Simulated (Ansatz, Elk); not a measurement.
## Optical response of LuTlTeSe (model structure)

Aim: the dielectric function of LuTlTeSe (model structure), and the optical constants that follow from it. The structure is a model and need not exist. It was built so: 1 of the 2 Te atoms of the cell replaced by Se in the R-3m structure of LuTlTe2. The cell is first relaxed with Ansatz.

Program: Elk 11.2.3 (patched build). Level of theory: DFT, PBE, all-electron APW+lo, Dirac cores, scalar-relativistic bands, independent-particle optical response without local fields. Values are calculated unless marked as measured.

Report form: inputs, costs, results and the conclusion, without the logs.

## 1. The starting structure

Symmetry: R3m, No. 160, trigonal system. The conventional cell has a = 4.258 Å, b = 4.258 Å, c = 23.748 Å, α = 90.00°, β = 90.00°, γ = 120.00°. Nearest to Tl lie 3 Te at 3.37 Å and 3 Se at 3.37 Å. Lu has 3 Se at 2.96 Å and 3 Te at 2.96 Å nearest. Te has 3 Lu at 2.96 Å and 3 Tl at 3.37 Å nearest. Nearest to Se lie 3 Lu at 2.96 Å and 3 Tl at 3.37 Å. Farther neighbours, and contacts between anions beyond the nearest, are not listed.

## 2. Relaxation

Spectra hang on bond lengths, so the cell is first brought to its minimum.

This step: DFT, PBE, plane-wave PAW, default files, scalar-relativistic, relaxation (Ansatz 0.2.0).

Contents of input.yaml:

```yaml
crystal:
  lattice:
    - [2.1292079718, 1.2292987973, 7.9160068797]
    - [-2.1292079718, 1.2292987973, 7.9160068797]
    - [0.0, -2.4585975896, 7.9160068805]
  atoms:
    - { symbol: Tl, position: [0.0, 0.0, 0.0] }
    - { symbol: Lu, position: [0.5, 0.5, 0.5] }
    - { symbol: Te, position: [0.76399679, 0.76399679, 0.76399679] }
    - { symbol: Se, position: [0.23600321, 0.23600321, 0.23600321] }
kpoints:
  mp_grid: { grid: [6, 6, 6] }
scf:
  occupations: { method: fermi_dirac, width: 0.05 }
hamiltonian:
  xc: pbe
output:
  forces: true
  stress: true
relax:
  f_tol: 0.02
  max_steps: 50
  cell: {}
```

Launch:

```sh
$ ansatz run input.yaml --threads 4 --pin off --max-ram 8192MiB --backend cpu --events-out ev --progress --plain --runs-dir out
```

It took 60 s on 4 threads of Arm Neoverse N1, shared host; peak memory 0.56 GiB; 3.8 min of CPU time.

The steps of the relaxation:

```csv
step,energy less that of the first step (eV),largest force component (eV/Å),pressure (GPa),volume (Å³)
1,0.0000,1.5060,0.42,124.32
2,-0.1133,0.6324,-0.16,125.17
3,-0.1405,0.0432,-0.01,125.16
4,-0.1422,0.0486,0.03,125.09
5,-0.1426,0.0284,-0.06,125.68
6,-0.1428,0.0188,-0.01,125.45
7*,-0.1430,0.0187,-0.01,125.45
```

Relaxation steps marked * repeat the geometry before them on a plane-wave basis chosen anew for their cell, so energy and pressure can jump there.

The run keeps the 6 symmetry operations that the program found, so distortions that break them were not tested.

| conventional cell, symmetrised | before | after | change |
| --- | --- | --- | --- |
| a (Å) | 4.258 | 4.251 | -0.2 % |
| b (Å) | 4.258 | 4.251 | -0.2 % |
| c (Å) | 23.748 | 24.042 | +1.2 % |
| volume (Å³/atom) | 31.08 | 31.36 | +0.9 % |

The atoms that moved most (Å, as changes of fractional coordinates times the final cell):

```csv
atom,dx,dy,dz,length
Lu2,0.000,0.000,0.136,0.136
Se4,0.000,0.000,-0.080,0.080
Tl1,0.000,0.000,-0.049,0.049
Te3,0.000,0.000,-0.007,0.007
```

The relaxed structure:

```xyz
4
Lattice="2.1257 1.2273 8.0140 -2.1257 1.2273 8.0140 0.0000 -2.4546 8.0140" Properties=species:S:1:pos:R:3 pbc="T T T"
Tl    0.0000    0.0000   -0.0495
Lu    0.0000    0.0000   12.1570
Te    0.0000    0.0000   18.3615
Se    0.0000    0.0000    5.5939
```

The relaxation ends with a largest force component of 0.019 eV/Å and a pressure of -0.01 GPa.

## 3. Ground state

The self-consistent density comes first; it also tells whether there is a gap, which decides the occupations and the need for a Drude term.

This step: DFT, PBE, all-electron APW+lo, Dirac cores, scalar-relativistic bands, ground state (Elk 11.2.3 (patched build)).

Contents of elk.in:

```
tasks
  0
  120

xctype
  20

nempty
  14

lorbcnd
  .true.

rgkmax
  7.0

swidth
  0.0018375

maxscl
  100

epsengy
  1e-05

sppath
  './'

avec
  4.017052459174 2.319246321905 15.144260035930
  -4.017052459174 2.319246321905 15.144260035930
  0.000000000000 -4.638492634055 15.144260037424

atoms
  4
  'Tl.in'
  1
  0.997942604200 0.997942604200 0.997942604200   0.000 0.000 0.000
  'Lu.in'
  1
  0.505658083500 0.505658083500 0.505658083500   0.000 0.000 0.000
  'Te.in'
  1
  0.763725206100 0.763725206100 0.763725206100   0.000 0.000 0.000
  'Se.in'
  1
  0.232674106200 0.232674106200 0.232674106200   0.000 0.000 0.000

ngridk
  9 9 9
```

Launch:

```sh
$ OMP_NUM_THREADS=4 elk
```

Wall time 6.9 min (4 threads); peak memory 0.46 GiB.

Read from the output:

| Item | Value |
| --- | --- |
| total energy | -44097 Ha |
| Fermi energy | 5.173 eV |
| DOS at the Fermi level | 4.37e-5 states/eV/cell |
| gap on the k-mesh | 0.9575 eV |
| direct gap on the mesh | 1.760 eV |

There is a gap, 0.96 eV on this mesh (points off the mesh can give less), so no carriers' term is needed.

## 4. Independent particles

The spectrum is a sum over vertical transitions between filled and empty bands at the fixed density, so many empty bands are needed.

This step: DFT, PBE, all-electron APW+lo, Dirac cores, scalar-relativistic bands, independent-particle optical response without local fields (Elk 11.2.3 (patched build)).

Edit elk.in of step 3 so:

```diff
@@ -1,4 +1,7 @@
 tasks
-  0
-  120
+  121
+
+optcomp
+  1 1
+  3 3
 
@@ -17,9 +20,7 @@
 swidth
-  0.0018375
+  0.0036749
 
-maxscl
-  100
-
-epsengy
-  1e-05
+wplot
+  400 100 0
+  0.0 0.80849
```

Launch:

```sh
$ OMP_NUM_THREADS=4 elk
```

It took 19 s on 4 threads; peak memory 0.09 GiB; 79 s of CPU time.

Read from the output:

| Quantity | Value |
| --- | --- |
| electronic dielectric constant ε∞, mean of the axes | 9.902 |
| main peak of Im epsilon, first axis | 2.679 eV |
| centre of weight of the strongest loss peak in the window | 16.58 eV |

Values under the direct gap are tails of Lorentzian lines. Table of Im ε by photon energy; read off at these points:

```
photon energy (eV)   E ∥ x   E ∥ z
              0.00       0       0
              0.50  0.0667  0.0672
              1.00   0.158   0.157
              1.50   0.332   0.349
              2.00   0.938   0.834
              2.50    9.04    2.87
              2.70    16.9    6.72
              3.00    9.30    13.6
              3.50    13.7    23.1
              3.69    16.5    28.3
              4.00    14.8    17.7
              4.50    13.4    14.4
              5.00    9.32    9.37
              5.50    6.04    5.70
              6.00    3.98    3.21
              6.50    3.50    2.65
              7.00    4.21    1.82
              7.32    5.40    1.86
              7.50    4.77    1.79
              8.00    3.38    2.07
              8.50    2.85    2.09
              9.00    2.82    2.62
              9.50    1.98    2.12
             10.00    1.67    2.42
             10.50    1.55    2.06
             11.00    1.37    1.37
             11.50    1.14    1.06
             12.00   0.903   0.891
             12.50   0.942   0.831
             13.00    1.00   0.875
             13.50   0.806   0.852
             14.00   0.952    1.09
             14.50   0.765   0.862
             15.00   0.770   0.852
             15.50   0.447   0.475
             16.00   0.400   0.396
             16.50   0.389   0.330
             17.00   0.390   0.337
             17.50   0.338   0.348
             18.00   0.298   0.298
             18.50   0.267   0.273
             19.00   0.250   0.254
             19.50   0.236   0.257
             20.00   0.217   0.200
             20.50   0.214   0.185
             21.00   0.199   0.194
             21.50   0.195   0.194
```

Re ε against photon energy:

```csv
photon energy (eV),E ∥ x,E ∥ z
0,9.71,10.3
1,10.4,11.0
2,14.3,14.1
3,9.64,21.7
4,3.37,-2.99
5,-2.99,-6.73
6,-1.86,-4.02
7,0.400,-1.59
8,-1.52,-0.410
9,-1.36,-0.524
10,-1.11,-0.431
11,-0.716,-0.877
12,-0.424,-0.387
13,-0.227,-5.9e-4
14,-0.0686,-7.1e-5
15,-0.158,-0.226
16,0.0896,0.00823
17,0.215,0.242
18,0.287,0.296
19,0.414,0.415
20,0.513,0.507
21,0.585,0.604
```

The reflectivity at normal incidence has structure finer than the step of the table below, so its rows give means over 0.5 eV. Peaks (eV: height): E ∥ x 2.64: 46.4, 5.56: 51.1, 9.30: 41.4, 15.35: 29.9; E ∥ z 5.61: 65.5, 10.62: 37.5, 15.51: 31.9.

Table of reflectivity at normal incidence by photon energy; means over each step:

| photon energy (eV) | E ∥ x (%) | E ∥ z (%) |
| --- | --- | --- |
| 0.5 | 26.8 | 27.8 |
| 1.0 | 27.8 | 28.8 |
| 1.5 | 29.9 | 30.7 |
| 2.0 | 34.1 | 33.6 |
| 2.5 | 42.9 | 39.5 |
| 3.0 | 38.0 | 46.4 |
| 3.5 | 42.2 | 52.4 |
| 4.0 | 45.7 | 55.7 |
| 4.5 | 49.2 | 55.6 |
| 5.0 | 49.5 | 59.7 |
| 5.5 | 49.8 | 62.5 |
| 6.0 | 41.9 | 60.2 |
| 6.5 | 29.5 | 52.9 |
| 7.0 | 27.3 | 46.5 |
| 7.5 | 37.6 | 32.2 |
| 8.0 | 38.1 | 24.8 |
| 8.5 | 36.7 | 21.7 |
| 9.0 | 37.6 | 26.9 |
| 9.5 | 38.8 | 24.6 |
| 10.0 | 37.4 | 26.5 |
| 10.5 | 34.3 | 34.8 |
| 11.0 | 33.1 | 36.6 |
| 11.5 | 32.2 | 34.0 |
| 12.0 | 29.0 | 28.3 |
| 12.5 | 22.0 | 24.1 |
| 13.0 | 22.2 | 17.6 |
| 13.5 | 20.4 | 15.2 |
| 14.0 | 18.8 | 17.2 |
| 14.5 | 22.1 | 21.4 |
| 15.0 | 23.6 | 24.6 |
| 15.5 | 27.5 | 29.8 |
| 16.0 | 17.7 | 21.9 |
| 16.5 | 14.4 | 15.8 |
| 17.0 | 11.5 | 10.8 |
| 17.5 | 10.0 | 8.71 |
| 18.0 | 8.57 | 8.26 |
| 18.5 | 6.42 | 6.16 |
| 19.0 | 4.96 | 4.90 |
| 19.5 | 3.89 | 3.93 |
| 20.0 | 3.15 | 3.31 |
| 20.5 | 2.54 | 2.38 |
| 21.0 | 2.18 | 1.92 |
| 21.5 | 1.74 | 1.52 |

Values under the direct gap are tails of Lorentzian lines. Loss function −Im 1/ε at q → 0 against energy loss; read off at these points:

```csv
energy loss (eV),E ∥ x,E ∥ z
0.0,0,0
1.0,0.00145,0.00130
2.0,0.00458,0.00418
3.0,0.0519,0.0207
4.0,0.0642,0.0550
5.0,0.0972,0.0704
6.0,0.207,0.121
7.0,0.236,0.312
8.0,0.246,0.465
9.0,0.287,0.367
10.0,0.415,0.400
11.0,0.574,0.518
12.0,0.908,0.944
13.0,0.949,1.14
14.0,1.05,0.919
15.0,1.25,1.10
15.8,2.52,2.40
16.0,2.38,2.53
16.2,2.19,2.72
17.0,1.96,1.96
18.0,1.74,1.69
19.0,1.07,1.07
20.0,0.700,0.673
21.0,0.521,0.483
```

Table of refractive index n and extinction k by photon energy:

| photon energy (eV) | n, E ∥ x | k, E ∥ x | n, E ∥ z | k, E ∥ z |
| --- | --- | --- | --- | --- |
| 0 | 3.12 | 0 | 3.21 | 0 |
| 1 | 3.23 | 0.0244 | 3.31 | 0.0237 |
| 2 | 3.78 | 0.124 | 3.75 | 0.111 |
| 3 | 3.39 | 1.37 | 4.86 | 1.39 |
| 4 | 3.05 | 2.43 | 2.73 | 3.23 |
| 5 | 1.84 | 2.53 | 1.55 | 3.02 |
| 6 | 1.13 | 1.77 | 0.749 | 2.14 |
| 7 | 1.52 | 1.38 | 0.644 | 1.42 |
| 8 | 1.04 | 1.62 | 0.922 | 1.12 |
| 9 | 0.941 | 1.50 | 1.04 | 1.26 |
| 10 | 0.668 | 1.25 | 1.01 | 1.20 |
| 11 | 0.644 | 1.06 | 0.611 | 1.12 |
| 12 | 0.536 | 0.843 | 0.541 | 0.824 |
| 13 | 0.633 | 0.792 | 0.661 | 0.662 |
| 14 | 0.665 | 0.715 | 0.738 | 0.738 |
| 15 | 0.561 | 0.687 | 0.573 | 0.744 |
| 16 | 0.500 | 0.400 | 0.449 | 0.440 |
| 17 | 0.575 | 0.339 | 0.573 | 0.294 |
| 18 | 0.592 | 0.252 | 0.599 | 0.249 |
| 19 | 0.670 | 0.186 | 0.671 | 0.189 |
| 20 | 0.732 | 0.149 | 0.725 | 0.138 |
| 21 | 0.776 | 0.128 | 0.787 | 0.123 |

From ε follow the optical constants at some laser lines:

```
wavelength (nm)   n x    k x  R (%) x   1/α x   n z    k z  R (%) z   1/α z
           1064  3.27  0.031     28.3  2.8 µm  3.36  0.030     29.3  2.9 µm
            800  3.43  0.053     30.1  1.2 µm  3.51  0.056     31.0  1.1 µm
            633  3.73  0.112     33.4  451 nm  3.72  0.103     33.2  490 nm
            450  3.70  2.092     44.1   17 nm  4.69  0.869     43.4   41 nm
            365  3.69  1.625     40.1   18 nm  4.41  2.440     49.9   12 nm
            248  1.84  2.528     49.1  7.8 nm  1.55  3.022     60.3  6.5 nm
            193  1.21  1.379     28.7   11 nm  0.74  1.774     51.9  8.7 nm
```

Below the direct gap, k and the depth come from the tails of the Lorentzian lines, not from transitions.

## 5. Outcome

```json
{
 "electronic dielectric constant ε∞, mean of the axes (independent particles)": "9.90",
 "main peak of Im epsilon, first axis": "2.68 eV",
 "centre of weight of the strongest loss peak in the window, first axis": "16.6 eV"
}
```

**Reading.** At this level (PBE, independent particles) LuTlTeSe has a mean ε∞ = 9.90 and n = 3.19 at 1550 nm (E ∥ x), and Im ε peaks at 2.7 eV (E ∥ x). The cell grew by 0.9 % in volume. On the mesh the gap is 0.96 eV and the least direct gap 1.76 eV, so on this mesh the band edges lie at different points. Im ε has its chief maxima at 2.68 eV (17), 3.69 eV (17) and 7.32 eV (5.4) for E ∥ x. The static values by axis are 9.71 (x), 10.28 (z). Excitons and phonon-assisted transitions are missing, and so are local fields; PBE gaps are as a rule too small, which pulls the onset down and ε∞ up, while the missing spin-orbit coupling works the other way with such heavy atoms. Spin-orbit coupling is left out although heavy atoms are present. Not shown from this task: 3 steps that ran out of time.

[Long decimals in the printed logs are rounded to 6 places.]

[Machine, clock and banner lines and Python warnings are left out of the logs.]

[Logs are printed without paths, hosts, clocks, repeated set-up lines and the standing remarks that a program may print on its own settings, such as how far it seeks lower states.]

[Hosts, paths, dates, database ids (printed as entryN), source tags and the programs' standing remarks are cut or masked in the printed files.]

[Where Elk ran, warnings of its patched build on accuracy (core leakage, angular cutoffs, spin-orbit splittings, empty states, lower magnetic states) are left out.]

[Where the starting crystal was built by hand or by swapping elements, it need not be the compound's stable phase.]

[The count of steps not shown may lack steps that the program refused or didn't finish.]
